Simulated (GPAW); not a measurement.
# Dielectric function and optical constants of SrCl2, part 2 of 2

Wanted: where SrCl2 starts to absorb, how strongly, and its refractive index.

GPAW 26.7.0; DFT, PBE, plane-wave PAW (GPAW data sets), scalar-relativistic, RPA, optical limit.

So far. Step 2 (Ground state): There is a gap, 5.35 eV on this mesh (points off the mesh can give less), so no carriers' term is needed.

## (4) Dielectric function, RPA

Transitions between filled and empty bands, summed over the zone, give the optical response, so mesh, band count and broadening shape it.

The induced potential is part of this response.

This step: DFT, PBE, plane-wave PAW (GPAW data sets), scalar-relativistic, RPA, optical limit (GPAW 26.7.0).

df.py

```python
from gpaw.response.df import DielectricFunction

df = DielectricFunction('full.gpw', frequencies={'type': 'nonlinear', 'domega0': 0.03, 'omega2': 8},
                        ecut=50,
                        eta=0.15,
                        nbands=51,
                        txt='df.txt')
for direction in ['x']:
    df.get_dielectric_function(xc='RPA', direction=direction, filename=f'df_{direction}.csv')
```

Run with:

```bash
$ OMP_NUM_THREADS=1 python df.py
```

The log of the run:

```text
Using integrator: PointIntegrator
NonLinearFrequencyDescriptor(from 0.000 to 64.819 eV, 497 points)
Nonperiodic BCs:  [False False False]
Using integrator: PointIntegrator
NonLinearFrequencyDescriptor(from 0.000 to 64.819 eV, 497 points)
Nonperiodic BCs:  [False False False]

Calculating chi0 body with:
    Ground state adapter containing:
    Number of spins: 1
    Number of kpoints: 512
    Number of irreducible kpoints: 29
    Number of completely occupied states: 12
    Number of partially occupied states: 12

    Linear response parametrization:
    q_c: [0.0, 0.0, 0.0]
    Number of frequency points: 497
    Planewave cutoff: 50.0
    Number of bands: 51
    Number of planewaves: 65
    Broadening (eta): 0.15

Integrating chi0 body.

Symmetries of q_c:
    Direct symmetries (Uq -> q): 48
    Indirect symmetries (TUq -> q): 0
In total 48 allowed symmetries.

29 groups of equivalent kpoints. 94.3359375% reduction.

Integral kind: spectral function

Calculating chi0 optical extensions with:
    Ground state adapter containing:
    Number of spins: 1
    Number of kpoints: 512
    Number of irreducible kpoints: 29
    Number of completely occupied states: 12
    Number of partially occupied states: 12

    Linear response parametrization:
    Number of frequency points: 497
    Planewave cutoff: 50.0
    Number of bands: 51
    Number of planewaves: 65
    Broadening (eta): 0.15
Integrating chi0 head and wings.

Symmetries of q_c:
    Direct symmetries (Uq -> q): 48
    Indirect symmetries (TUq -> q): 0
In total 48 allowed symmetries.

29 groups of equivalent kpoints. 94.3359375% reduction.

Integral kind: spectral function wings
```

Wall time 30 s (1 thread of Arm Neoverse N1, shared host); peak memory 0.31 GiB.

Numbers from this step:

| Quantity | Value |
| --- | --- |
| electronic dielectric constant ε∞, mean over x, y and z (by symmetry where fewer were run) | 2.720 |
| main peak of Im epsilon, first axis | 7.662 eV |

Some rows of df_x.csv (energy; Re and Im without local fields; Re and Im with them):

```text
0.000000, 3.198401, 0.000000, 2.719874, 0.000000
0.429336, 3.203113, 0.003306, 2.723389, 0.002467
0.878195, 3.218289, 0.006883, 2.734713, 0.005136
1.347938, 3.246013, 0.010912, 2.755399, 0.008141
1.840057, 3.289346, 0.015658, 2.787729, 0.011682
2.356191, 3.352911, 0.021545, 2.835153, 0.016074
2.898142, 3.443982, 0.029308, 2.903103, 0.021870
3.467895, 3.574732, 0.040345, 3.000694, 0.030124
4.067647, 3.767445, 0.057725, 3.144693, 0.043181
4.699832, 4.069282, 0.089903, 3.371019, 0.067660
5.367152, 4.613617, 0.178494, 3.784687, 0.138618
6.072622, 5.625360, 0.954146, 4.525938, 0.818912
6.819608, 6.369236, 2.237890, 4.882268, 1.625346
7.611886, 4.416833, 7.166863, 4.059455, 4.866862
8.453705, 0.727322, 4.765274, 1.243284, 3.850452
9.349861, 1.426305, 3.830303, 1.339070, 2.799683
10.305790, 0.104192, 2.228247, 0.166895, 2.007055
11.327680, 1.107571, 2.206182, 0.882659, 1.468286
12.422601, 0.558592, 2.356113, 0.798880, 1.412878
13.598673, 0.337371, 1.565586, 0.536961, 1.059004
```

Values under the direct gap are tails of Lorentzian lines. The Im ε, E ∥ x by photon energy; read off at these points:

photon energy (eV), Im ε, E ∥ x and a bar:
```
    0.000       0.00 
    0.250       0.00 
    0.500       0.00 
    0.750       0.00 
    1.000       0.01 
    1.250       0.01 
    1.500       0.01 
    1.750       0.01 
    2.000       0.01 
    2.250       0.02 
    2.500       0.02 
    2.750       0.02 
    3.000       0.02 
    3.250       0.03 
    3.500       0.03 
    3.750       0.04 
    4.000       0.04 
    4.250       0.05 
    4.500       0.06 
    4.750       0.07 
    5.000       0.09 #
    5.250       0.12 #
    5.500       0.18 #
    5.750       0.30 ##
    6.000       0.64 ####
    6.250       0.88 #####
    6.500       1.27 ########
    6.750       1.60 ##########
    7.000       2.10 #############
    7.250       3.15 ###################
    7.500       4.30 ##########################
    7.670       4.93 ##############################
    7.750       4.79 #############################
    8.000       4.51 ###########################
    8.250       4.01 ########################
    8.500       3.74 #######################
    8.750       3.09 ###################
    9.000       2.50 ###############
    9.250       2.72 #################
    9.500       2.93 ##################
    9.684       3.04 ##################
    9.750       3.03 ##################
   10.000       2.64 ################
   10.250       2.09 #############
   10.500       1.67 ##########
   10.750       1.44 #########
   11.000       1.40 #########
   11.250       1.44 #########
   11.500       1.46 #########
   11.750       1.63 ##########
   12.000       1.41 #########
   12.250       1.42 #########
   12.500       1.39 ########
   12.750       1.30 ########
   13.000       1.50 #########
   13.250       1.40 #########
   13.500       1.21 #######
   13.750       0.96 ######
```

Re ε, E ∥ x against photon energy:

```csv
photon energy (eV),"Re ε, E ∥ x"
0.0,2.72
0.5,2.72
1.0,2.74
1.5,2.76
2.0,2.80
2.5,2.85
3.0,2.92
3.5,3.01
4.0,3.13
4.5,3.29
5.0,3.52
5.5,3.91
6.0,4.53
6.5,4.78
7.0,5.29
7.5,4.71
8.0,2.18
8.5,1.11
9.0,1.07
9.5,1.24
10.0,0.227
10.5,0.251
11.0,0.702
11.5,0.931
12.0,0.737
12.5,0.772
13.0,0.839
13.5,0.509
```

Reflectivity at normal incidence, E ∥ x against photon energy; read off at these points:

photon energy (eV), reflectivity at normal incidence, E ∥ x (%) and a bar from the least value:
```
    0.000        6.0 #
    0.250        6.0 #
    0.500        6.0 #
    0.750        6.1 #
    1.000        6.1 #
    1.250        6.1 #
    1.500        6.2 #
    1.750        6.3 #
    2.000        6.3 #
    2.250        6.4 #
    2.500        6.6 ##
    2.750        6.7 ##
    3.000        6.8 ##
    3.250        7.0 ##
    3.500        7.2 ###
    3.750        7.4 ###
    4.000        7.7 ###
    4.250        8.0 ####
    4.500        8.4 #####
    4.750        8.8 #####
    5.000        9.3 ######
    5.250       10.0 #######
    5.500       10.8 #########
    5.750       11.8 ##########
    6.000       13.3 #############
    6.250       13.4 #############
    6.500       14.8 ###############
    6.750       15.3 ################
    7.000       17.6 ####################
    7.250       19.6 ########################
    7.500       22.1 ############################
    7.670       23.4 ##############################
    7.750       23.0 #############################
    8.000       22.6 #############################
    8.250       21.3 ##########################
    8.500       21.5 ###########################
    8.750       19.1 #######################
    9.000       14.9 ################
    9.250       15.2 ################
    9.500       16.9 ###################
    9.750       19.4 #######################
    9.957       20.8 #########################
   10.000       20.7 #########################
   10.250       18.6 ######################
   10.500       15.4 ################
   10.750       10.7 ########
   11.000        9.3 ######
   11.250        8.5 #####
   11.500        8.4 #####
   11.750       10.2 ########
   11.788       10.4 ########
   12.000        9.1 ######
   12.250        8.6 #####
   12.500        8.7 #####
   12.750        7.4 ###
   13.000        9.2 ######
   13.250        9.8 #######
   13.425       10.0 #######
   13.500        9.6 #######
   13.750        5.6
```

Values under the direct gap are tails of Lorentzian lines. Im ε, E ∥ x against photon energy; read off at these points:

```csv
photon energy (eV),without local fields,with local fields
0.00,0,0
0.50,0.00386,0.00288
1.00,0.00789,0.00589
1.50,0.0123,0.00918
2.00,0.0174,0.0130
2.50,0.0234,0.0175
3.00,0.0310,0.0232
3.50,0.0411,0.0307
4.00,0.0553,0.0414
4.50,0.0773,0.0580
5.00,0.117,0.0884
5.50,0.225,0.179
6.00,0.756,0.640
6.50,1.65,1.27
7.00,3.01,2.10
7.50,6.56,4.30
7.61,7.16,4.86
7.67,7.05,4.93
8.00,5.97,4.51
8.50,4.52,3.74
9.00,3.11,2.50
9.50,4.07,2.93
10.00,2.96,2.64
10.50,1.93,1.67
11.00,2.01,1.40
11.50,2.29,1.46
11.71,2.59,1.64
12.00,2.31,1.41
12.50,2.29,1.39
13.00,2.38,1.50
13.50,1.67,1.21
```

The loss function −Im 1/ε at q → 0, E ∥ x has structure finer than the step of the table below, so its rows give means over 0.5 eV, whole bins alone (the curve runs from 0 to 14.0 eV). Peaks (eV: height): 10.66: 0.625, 13.60: 0.751.

Values under the direct gap are tails of Lorentzian lines. Loss function −Im 1/ε at q → 0, E ∥ x against energy loss; means over each step:

```csv
energy loss (eV),"loss function −Im 1/ε at q → 0, E ∥ x"
0.5,3.9e-4
1.0,7.9e-4
1.5,0.00120
2.0,0.00165
2.5,0.00215
3.0,0.00272
3.5,0.00340
4.0,0.00425
4.5,0.00539
5.0,0.00719
5.5,0.0123
6.0,0.0309
6.5,0.0521
7.0,0.0692
7.5,0.110
8.0,0.180
8.5,0.250
9.0,0.317
9.5,0.294
10.0,0.383
10.5,0.570
11.0,0.558
11.5,0.486
12.0,0.534
12.5,0.542
13.0,0.526
13.5,0.674
```

At chosen wavelengths:

```csv
wavelength (nm),n,k,R (%),1/α
1064,1.66,0.002,6.1,40 µm
800,1.66,0.003,6.2,22 µm
633,1.67,0.004,6.3,13 µm
450,1.70,0.006,6.7,6.0 µm
405,1.71,0.007,6.9,4.6 µm
365,1.73,0.008,7.1,3.5 µm
248,1.88,0.024,9.3,839 nm
```

Below the direct gap, k and the depth come from the tails of the Lorentzian lines, not from transitions.

Rows near the edge hang on the gap, which this functional as a rule makes too small, and phonon-assisted absorption is left out.

## (5) Summary of results

| Property | Result |
| --- | --- |
| electronic dielectric constant ε∞, mean over x, y and z (by symmetry where fewer were run) (RPA) | 2.72 |
| main peak of Im epsilon, first axis | 7.66 eV |

**Reading.** At this level (PBE, RPA) SrCl2 has ε∞ = 2.72 and n = 1.65 at 1550 nm, and Im ε peaks at 7.7 eV. On the mesh the gap is 5.35 eV and the least direct gap 5.52 eV, so on this mesh the band edges lie at different points. Local fields change the static value along x from 3.20 to 2.72 (-15 %). Distinct maxima of Im ε, read by a parabola through the highest points, lie at 7.66 eV (4.9), 9.70 eV (3.0), 11.73 eV (1.6) and 13.03 eV (1.5). Excitons and phonon-assisted transitions are missing; PBE gaps are as a rule too small, which pulls the onset down and ε∞ up. The sum runs over mesh points, so small or evenly spaced maxima can still be ripples of the mesh.

[Machine, clock and banner lines and Python warnings are left out of the logs.]

[Logs are printed without paths, hosts, clocks, repeated set-up lines and the standing remarks that a program may print on its own settings, such as how far it seeks lower states.]

[Hosts, paths, dates, database ids (printed as entryN), source tags and the programs' standing remarks are cut or masked in the printed files.]
